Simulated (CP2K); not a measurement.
Two runs for the C K edge of 2-methoxyimidazole. Run A: CP2K XAS_TDP, all-electron GAPW, PBEh(45%), aug-cc-pVDZ, TDA, no relativity. Run B differs in one setting.

First lines with a strength over 0.0015. A:

```tsv
atom	energy (eV)	states	strength, one atom
C1 (bonded to O and 3 H)	284.83	1	0.0430
	286.11	1	0.0240
	286.21	1	0.0233
	286.47	1	0.0032
	287.13	1	0.0017
C3 (bonded to 2 N and O)	284.67	1	0.0704
	287.88	1	0.0075
	288.10	1	0.0035
	288.79	1	0.0025
	289.75	1	0.0045
C5 (bonded to C, N and H)	282.57	1	0.0534
	284.66	1	0.0069
	285.15	1	0.0028
	285.59	1	0.0016
	285.89	1	0.0018
C6 (bonded to C, N and H)	282.84	1	0.0510
	284.56	1	0.0107
	285.38	1	0.0040
	286.20	1	0.0029
	286.67	1	0.0035
```

B:

```tsv
atom	energy (eV)	states	strength, one atom
C1 (bonded to O and 3 H)	291.52	1	0.0420
	292.80	1	0.0235
	292.90	1	0.0227
	293.17	1	0.0031
	293.82	1	0.0017
C3 (bonded to 2 N and O)	290.17	1	0.0690
	293.38	1	0.0074
	293.60	1	0.0034
	294.29	1	0.0025
	295.26	1	0.0044
C5 (bonded to C, N and H)	288.31	1	0.0524
	290.40	1	0.0068
	290.89	1	0.0027
	291.32	1	0.0016
	291.62	1	0.0018
C6 (bonded to C, N and H)	288.60	1	0.0500
	290.32	1	0.0104
	291.14	1	0.0039
	291.96	1	0.0029
	292.43	1	0.0034
```

Which was it: scalar relativity switched on, GW2X switched on, the functional, the basis?

GW2X switched on. GW2X shifts an atom's lines together and keeps their spacings. Against PBEh(45%) in aug-cc-pVDZ, the leading lines move by +6.69 eV (C1, to 291.52), +5.50 eV (C3, to 290.17), +5.74 eV (C5, to 288.31) and +5.76 eV (C6, to 288.60).

[Banner, clock and machine lines of the logs are left out without a mark of their own.]

[Logs are printed without paths, hosts, clocks, repeated set-up lines and the standing remarks that a program may print on its own settings, such as how far it seeks lower states.]

[Hosts, paths, dates, database ids (printed as entryN), source tags and the programs' standing remarks are cut or masked in the printed files.]
